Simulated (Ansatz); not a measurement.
# ReBr2 (1T sheet): how robust is the cRPA U?

Wanted: the sensitivity and cost of U and J for ReBr2 (1T sheet).

Calculated with Ansatz 0.2.0; constrained RPA on PBEsol, plane waves, PAW.

## (1) The starting structure

The cell holds 3 atoms: 1 Re and 2 Br. Its edges and angles: a = 3.776 Å, b = 3.776 Å, c = 30.253 Å, α = 90.0°, β = 90.0°, γ = 120.0°. Vacuum lies along c.

The structure was relaxed with PBEsol. The structure was generated from a model, not taken from a measurement. The runs that relaxed it are not among those shown. The program's search for lower electronic states was switched off, so nothing shows that the state found is the lowest. Spin-orbit coupling is left out unless a step names it. The default PAW set here is soft_2. Its files were made with PBE. The Coulomb interaction is cut off across the vacuum.

## (2) Base: Re t2g, bands v3 to v1, 6×6×1 mesh, medium accuracy

Constrained RPA screens the interaction with every transition except those inside the target bands, which a later many-body model would treat itself.

Contents of input.yaml:

```yaml
crystal:
  lattice:
    - [0.0, 2.67022749, 2.67022749]
    - [2.67022749, -2.67022749, 0.0]
    - [17.46662, 17.46662, -17.46662]
  atoms:
    - { symbol: Re, position: [0.0, 0.0, 0.3177617107] }
    - { symbol: Br, position: [0.3333333333, 0.6666666667, 0.3603084514] }
    - { symbol: Br, position: [0.6666666667, 0.3333333333, 0.27521497] }
  periodic: [true, true, false]
kpoints:
  mp_grid: { grid: [6, 6, 1] }
hamiltonian:
  xc: pbesol
scf:
  occupations: { method: gaussian, width: 0.08 }
  n_extra_bands: 19
  max_iter: 150
  lower_state_search: "off"
output:
  crpa:
    kmesh: [6, 6, 1]
    target_bands: [v3, v1]
    projections: [{ species: Re, l: d, shell: 5, orbitals: [dxz, dyz, dxy] }]
  local_orbitals:
    kmesh: [12, 12, 1]
    orbitals: [{ species: Re, l: d, shell: 5, orbitals: [dxz, dyz, dxy] }]
    window: { bands: [v3, v1] }
    seedname: lo
```

The run is started by

```
$ ansatz run input.yaml --threads 4 --pin off --max-ram 14745MiB --backend cpu --events-out ev --progress --plain --runs-dir out
```

Numbers of over 12 decimals in the logs are rounded to 6 here.

The log of the run:

```text
scf.n_extra_bands = 19 over 15 filled bands (N_el = 29.0): the run solves 34 bands
Engine: ansatz 0.2.0, aarch64-unknown-linux-gnu
Pseudopotentials: kind: paw
Pseudopotential: Re, paw, valence charge 15, recommended cutoff 420 eV (normal), Re.paw.azcp
Pseudopotential: Br, paw, valence charge 7, recommended cutoff 420 eV (normal), Br.paw.azcp
Functional definition: PBEsol
  exchange = pbesol_x
  correlation = pbesol_c
Crystal: 3 atoms, lattice volume = 373.617 Å³
Basis set: ecut = 420 eV, 7325 PW (Γ)
Bands: 34, of which v1, the nominal top of the filled ones, is band 15 counted from 1 (14 counted from 0)
Symmetry: 12 space group operations
Space group: P-3m1 (ITA 164), of the structure as read, at distance tolerance 7.2e-5 Å
k-points: 7 of 36
Non-local potential: Re, projectors of the file, l = 0: 3, l = 1: 2, l = 2: 2, l = 3: 1
Non-local potential: Br, projectors of the file, l = 0: 2, l = 1: 2, l = 2: 2
PAW form: soft (Blöchl's): semilocal exchange-correlation on the pseudo side does not see the compensation charge
PAW frozen core: Re, regenerated for the run's functional, and the local potential with it (the file was generated under x = pbe(κ = 0.804, μ = 0.219515), c = pbe(β = 0.066725))
PAW frozen core: Br, regenerated for the run's functional, and the local potential with it (the file was generated under x = pbe(κ = 0.804, μ = 0.219515), c = pbe(β = 0.066725))
PAW one-centre angular grid: Re, 590 points (default); XC on 64 Gauss nodes
PAW one-centre angular grid: Br, 110 points (default); XC on 64 Gauss nodes
Initial density: superposition of atomic densities (neutral atoms: chi_scale 0, normalization atom), corrected by the library's trained network
Initial wavefunctions: pseudopotential atomic-orbital guess
Functional: x = pbesol(κ = 0.804, μ = 0.123457), c = pbesol(β = 0.046)
SCF iter   1: F=—  HF=-16208.580998 eV  |F-HF|=—  |Δ(HF+E_count)|=         —  Δρ=8.05e-3  dr2=1.71e-1  ethr=1.77e-3  ⟨swp⟩=12.0  Hψ=2052  notcnv=0  defer=53
preconditioner: auto → LDOS  [insulator: Δε(μ)=0.149 eV  Ē_g=13.357 eV  σ=0.080 eV  W_gap=0.80  n_scr=16 (ndim 8)  ℏωp=8.8 eV  f_vac=0.788  D(μ)=2.14/eV (n_scr^D=8)  ε∞_Penn≈1.4  β→1.0]
SCF iter   2: F=—  HF=-16208.641599 eV  |F-HF|=—  |Δ(HF+E_count)|=   6.06e-2  Δρ=1.26e-2  dr2=4.72e-1  ethr=5.88e-4  ⟨swp⟩=2.9  Hψ=492  notcnv=0  defer=81  recentre
SCF iter   3: F=—  HF=-16208.539907 eV  |F-HF|=—  |Δ(HF+E_count)|=   1.02e-1  Δρ=1.48e-3  dr2=6.63e-3  ethr=5.88e-4  ⟨swp⟩=3.3  Hψ=389  notcnv=0  defer=81
SCF iter   4: F=—  HF=-16208.538849 eV  |F-HF|=—  |Δ(HF+E_count)|=   1.06e-3  Δρ=3.79e-4  dr2=1.37e-3  ethr=2.29e-5  ⟨swp⟩=3.7  Hψ=439  notcnv=0  defer=81
SCF iter   5: F=—  HF=-16208.538749 eV  |F-HF|=—  |Δ(HF+E_count)|=   1.00e-4  Δρ=2.95e-4  dr2=3.81e-4  ethr=4.73e-6  ⟨swp⟩=2.7  Hψ=253  notcnv=0  defer=81
SCF iter   6: F=—  HF=-16208.538705 eV  |F-HF|=—  |Δ(HF+E_count)|=   4.39e-5  Δρ=9.01e-5  dr2=6.69e-5  ethr=1.31e-6  ⟨swp⟩=1.3  Hψ=175  notcnv=0  defer=81
SCF iter   7: F=—  HF=-16208.538706 eV  |F-HF|=—  |Δ(HF+E_count)|=   4.05e-7  Δρ=1.46e-5  dr2=7.97e-7  ethr=2.31e-7  ⟨swp⟩=2.7  Hψ=305  notcnv=0  defer=81
SCF iter   8: F=-16208.538706 eV  HF=-16208.538706 eV  |F-HF|=4.69e-8  |Δ(HF+E_count)|=   5.70e-7  Δρ=5.33e-6  dr2=5.01e-8  ethr=3.45e-10  ⟨swp⟩=17.6  Hψ=2327  notcnv=0
SCF 1 converged in 8 iterations: F = -16208.538706 eV  dr2 = 5.01e-8
[...]
NSCF: frozen V_eff on 22 k-points
NSCF: frozen V_eff on 7 k-points
[...]
cRPA screening: q 1/36
cRPA screening: q 2/36
cRPA screening: q 8/36 (q-point 3)
cRPA screening: q 14/36 (q-point 4)
cRPA screening: q 17/36 (q-point 8)
cRPA screening: q 23/36 (q-point 9)
cRPA screening: q 35/36 (q-point 15)
SCF converged after 8 iterations
Free energy (F): -16208.538706 eV
Harris-Foulkes:  -16208.538706 eV  (|F-HF|=4.69e-8)
Internal energy: -16208.520186 eV  (E = F + TS)
E sigma→0 (E₀):  -16208.529446 eV
Entropy (-TS):   -0.018521 eV (-6.174 meV/atom)
Fermi energy:    -3.886045 eV
--- Per-component energies (eV) ---
  E_band       = -660.799275
  E_kinetic    = 809.340837
  E_local      = -40965.733733  (includes V_loc(G=0)·N_el)
  E_nonlocal   = 196.481339
  E_hartree    = 19989.050269
  E_xc         = -921.915140
  E_vxc        = -509.119193  (∫ρ·V_xc dr)
  E_paw        = -12938.317728  (= ΣΔE_a)
  E_vpaw       = -169.878978  (= ΣTr[D̂ρ^β])
  E_aug_tail   = -0.000076  (compensation charges beyond the density's cutoff)
  E_ewald      = 17622.156244
  E_core_change = 0.417802  (= ΣΔE_core)
  E_smearing   = -0.018521  (= −TS)
  E_closure    = 0.000000  (closes the sum)
  Σ components = -16208.538706   (vs F -16208.538706, Δ=0.00e0)
--- Band table (eV; the first three rows and the last of 7) ---
  k-point 0: bands = [... 11 lower, -7.5544, -5.1353, -5.1353, -4.3475, -1.4524, -1.4524, -1.4251, -0.4521, ... 15 higher]
  k-point 1: bands = [... 11 lower, -7.5519, -5.0770, -4.5621, -3.8773, -2.4403, -1.7107, -0.6426, 0.0424, ... 15 higher]
  k-point 2: bands = [... 11 lower, -7.8879, -5.2346, -4.0503, -3.8103, -2.1443, -1.6823, -0.1652, 0.8226, ... 15 higher]
  k-point 6: bands = [... 11 lower, -8.9256, -4.8142, -3.8560, -3.8560, -1.9476, -1.9476, 1.1325, 2.6067, ... 15 higher]
  the weakly bound empty levels are not read free of the cell's end (no_gap_told)
--- cRPA (band scheme, projected local orbitals): target bands 13..15 (1-based), 3 Wannier function(s), 6×6×1 mesh, 30 bands' worth read of 35 solved, ecut_chi 136.0 eV, v(q+G=0) probe_charge, pair densities all_electron ---
  χ-basis size per q: N_G = 1322..1401
  window electrons = 5.0000, filled by tetrahedron_uncorrected; constrained ε̄⁻¹(q = 0, 0) head = 0.614958; min gauge Gram eig = 0.7027
  Kanamori averages over each shell's own Wannier functions (sites counted from 0, functions from 1):
    Site 0, 5D, 3 of 5 d orbitals (Wannier functions 1, 2, 3; wannier90's mr 2, 3, 5):
      screened: U = 2.8244 eV, U' = 2.2494 eV, J = 0.2593 eV
      screened, to within: U = 6.9e-3 eV, U' = 6.9e-3 eV, J = 5.0e-4 eV
      bare: V = 10.5751 eV, V' = 9.7232 eV, J = 0.3921 eV
  Hermiticity witness max|P − P†| over intra, direct and exchange elements: 7.11e-15 eV (screened), 2.30e-17 eV (bare)
  Reality witness max|Im| over intra, direct and exchange elements: 7.60e-17 eV (screened), 2.52e-17 eV (bare)
```

Wall time 1.8 min (4 threads of Arm Neoverse V2, shared host); peak memory 1.8 GiB; 7.1 min of CPU time.

In the SCF lines HF is the Harris–Foulkes energy and dr2 the Hartree energy of the density residual, in eV; the loop may stop once dr2 is under the threshold and the program's other checks hold. Hψ counts applications of the Hamiltonian.

Numbers from this step:

| Property | Result |
| --- | --- |
| U | 2.824 eV |
| U prime (inter-orbital) | 2.249 eV |
| J | 0.2593 eV |
| bare V | 10.58 eV |
| bare J | 0.3921 eV |
| stated bound on U | 0.006862 eV |
| U over bare V | 0.2671 |
| electrons in the window | 5.000 |
| head of the constrained inverse dielectric matrix | 0.6150 |
| least eigenvalue of the projection's overlap | 0.7027 |
| target functions | 3 |
| bands in the sums | 30 |
| r.m.s. miss of the model bands | 3.54e-4 eV |
| width of the target bands | 1.589 eV |
| weight of the projected orbitals in the window | 0.8656 |

On the Re t2g shell, screening brings the on-site interaction from 10.6 eV down to U = 2.82 eV.

## (3) Changed: 3×3×1 mesh

input.yaml: that of step 2 with these lines changed.

```diff
@@ -21,9 +21,4 @@
   crpa:
-    kmesh: [6, 6, 1]
+    kmesh: [3, 3, 1]
     target_bands: [v3, v1]
     projections: [{ species: Re, l: d, shell: 5, orbitals: [dxz, dyz, dxy] }]
-  local_orbitals:
-    kmesh: [12, 12, 1]
-    orbitals: [{ species: Re, l: d, shell: 5, orbitals: [dxz, dyz, dxy] }]
-    window: { bands: [v3, v1] }
-    seedname: lo
```

The log of the run:

```text
[...]
Crystal: 3 atoms, lattice volume = 373.617 Å³
Basis set: ecut = 420 eV, 7325 PW (Γ)
Bands: 34, of which v1, the nominal top of the filled ones, is band 15 counted from 1 (14 counted from 0)
Symmetry: 12 space group operations
[...]
k-points: 7 of 36
[...]
SCF iter   1: F=—  HF=-16208.580998 eV  |F-HF|=—  |Δ(HF+E_count)|=         —  Δρ=8.05e-3  dr2=1.71e-1  ethr=1.77e-3  ⟨swp⟩=12.0  Hψ=2052  notcnv=0  defer=53
[...]
SCF iter   8: F=-16208.538706 eV  HF=-16208.538706 eV  |F-HF|=4.69e-8  |Δ(HF+E_count)|=   5.70e-7  Δρ=5.33e-6  dr2=5.01e-8  ethr=3.45e-10  ⟨swp⟩=17.6  Hψ=2327  notcnv=0
SCF 1 converged in 8 iterations: F = -16208.538706 eV  dr2 = 5.01e-8
[...]
NSCF: frozen V_eff on 3 k-points
[...]
cRPA screening: q 1/9
cRPA screening: q 2/9
cRPA screening: q 8/9 (q-point 5)
SCF converged after 8 iterations
Free energy (F): -16208.538706 eV
[...]
Internal energy: -16208.520186 eV  (E = F + TS)
E sigma→0 (E₀):  -16208.529446 eV
Entropy (-TS):   -0.018521 eV (-6.174 meV/atom)
Fermi energy:    -3.886045 eV
[...]
--- Band table (eV; the first three rows and the last of 7) ---
  k-point 0: bands = [... 11 lower, -7.5544, -5.1353, -5.1353, -4.3475, -1.4524, -1.4524, -1.4251, -0.4521, ... 15 higher]
  k-point 1: bands = [... 11 lower, -7.5519, -5.0770, -4.5621, -3.8773, -2.4403, -1.7107, -0.6426, 0.0424, ... 15 higher]
  k-point 2: bands = [... 11 lower, -7.8879, -5.2346, -4.0503, -3.8103, -2.1443, -1.6823, -0.1652, 0.8226, ... 15 higher]
  k-point 6: bands = [... 11 lower, -8.9256, -4.8142, -3.8560, -3.8560, -1.9476, -1.9476, 1.1325, 2.6067, ... 15 higher]
  the weakly bound empty levels are not read free of the cell's end (no_gap_told)
[...]
χ-basis size per q: N_G = 1338..1401
[...]
Site 0, 5D, 3 of 5 d orbitals (Wannier functions 1, 2, 3; wannier90's mr 2, 3, 5):
      screened: U = 2.8624 eV, U' = 2.2665 eV, J = 0.2665 eV
      screened, to within: U = 7.2e-3 eV, U' = 7.2e-3 eV, J = 5.0e-4 eV
      bare: V = 10.8925 eV, V' = 10.0198 eV, J = 0.4011 eV
[...]
```

Wall time 29 s (4 threads); peak memory 1.7 GiB; 1.8 min of CPU time.

This step gave:

```
U                                                 : 2.862 eV
U prime (inter-orbital)                           : 2.266 eV
J                                                 : 0.2665 eV
bare V                                            : 10.89 eV
bare J                                            : 0.4011 eV
stated bound on U                                 : 0.007135 eV
U over bare V                                     : 0.2628
electrons in the window                           : 5.000
head of the constrained inverse dielectric matrix : 0.5737
least eigenvalue of the projection's overlap      : 0.7027
target functions                                  : 3
bands in the sums                                 : 30
width of the target bands                         : 1.589 eV
weight of the projected orbitals in the window    : 0.8656
```

On the Re t2g shell, screening brings the on-site interaction from 10.9 eV down to U = 2.86 eV.

## (4) Changed: sums over states

input.yaml: that of step 3 with these lines changed.

```diff
@@ -21,4 +21,7 @@
   crpa:
-    kmesh: [3, 3, 1]
+    kmesh: [6, 6, 1]
     target_bands: [v3, v1]
     projections: [{ species: Re, l: d, shell: 5, orbitals: [dxz, dyz, dxy] }]
+    accuracy: sum_over_states
+    n_empty_bands: 60
+    ecut_chi: 70
```

The log of the run:

```text
[...]
Crystal: 3 atoms, lattice volume = 373.617 Å³
Basis set: ecut = 420 eV, 7325 PW (Γ)
Bands: 34, of which v1, the nominal top of the filled ones, is band 15 counted from 1 (14 counted from 0)
Symmetry: 12 space group operations
[...]
k-points: 7 of 36
[...]
χ-basis size per q: N_G = 488..539
[...]
U and J over all bands: no bound (output.crpa.accuracy: sum_over_states); those below are of the sums over the bands read on the sphere of ecut_chi, with what the atoms add
[...]
Site 0, 5D, 3 of 5 d orbitals (Wannier functions 1, 2, 3; wannier90's mr 2, 3, 5):
      screened: U = 2.8799 eV, U' = 2.2382 eV, J = 0.2825 eV
      bare: V = 10.5751 eV, V' = 9.7232 eV, J = 0.3921 eV
[...]
[key lines of the parts left out:]
SCF converged after 8 iterations
Free energy (F): -16208.538706 eV
Fermi energy:    -3.886045 eV
```

It took 12 s on 4 threads; peak memory 0.93 GiB.

This variant gives U = 2.88 eV against 2.82 eV. It is a finite sum over empty states with no bound on its error and stays out of the table below.

## (5) Changed: accuracy high

input.yaml: that of step 4 with these lines changed.

```diff
@@ -24,4 +24,2 @@
     projections: [{ species: Re, l: d, shell: 5, orbitals: [dxz, dyz, dxy] }]
-    accuracy: sum_over_states
-    n_empty_bands: 60
-    ecut_chi: 70
+    accuracy: high
```

The log of the run:

```text
[...]
Crystal: 3 atoms, lattice volume = 373.617 Å³
Basis set: ecut = 420 eV, 7325 PW (Γ)
Bands: 34, of which v1, the nominal top of the filled ones, is band 15 counted from 1 (14 counted from 0)
Symmetry: 12 space group operations
[...]
k-points: 7 of 36
[...]
the weakly bound empty levels are not read free of the cell's end (no_gap_told)
[...]
χ-basis size per q: N_G = 1322..1401
[...]
Site 0, 5D, 3 of 5 d orbitals (Wannier functions 1, 2, 3; wannier90's mr 2, 3, 5):
      screened: U = 2.8252 eV, U' = 2.2499 eV, J = 0.2594 eV
      screened, to within: U = 4.5e-4 eV, U' = 4.5e-4 eV, J = 4.0e-5 eV
      bare: V = 10.5751 eV, V' = 9.7232 eV, J = 0.3921 eV
[...]
[key lines of the parts left out:]
SCF converged after 8 iterations
Free energy (F): -16208.538706 eV
Fermi energy:    -3.886045 eV
```

The job ended after 2.8 min (4 threads; peak memory 2 GiB; 11 min of CPU time).

This step gave:

```yaml
u: 2.825 eV
u_prime_inter_orbital: 2.250 eV
j: 0.2594 eV
bare_v: 10.58 eV
bare_j: 0.3921 eV
stated_bound_on_u: 4.41e-4 eV
u_over_bare_v: 0.2672
electrons_in_the_window: 5.000
head_of_the_constrained_inverse_dielectric_matrix: 0.6150
least_eigenvalue_of_the_projection_s_overlap: 0.7027
target_functions: 3
bands_in_the_sums: 30
width_of_the_target_bands: 1.589 eV
weight_of_the_projected_orbitals_in_the_window: 0.8656
```

On the Re t2g shell, screening brings the on-site interaction from 10.6 eV down to U = 2.83 eV.

(Continued in part 2 of 2.)

[Paths, hosts, dates, memory and timing lines, banners, echoed tables and standing remarks are left out of the program output.]

[Logs are printed without paths, hosts, clocks, repeated set-up lines and the standing remarks that a program may print on its own settings, such as how far it seeks lower states.]

[Runs of the session that timed out or met a known fault of the program may be left out.]

[Hosts, paths, dates, database ids (printed as entryN), source tags and the programs' standing remarks are cut or masked in the printed files.]
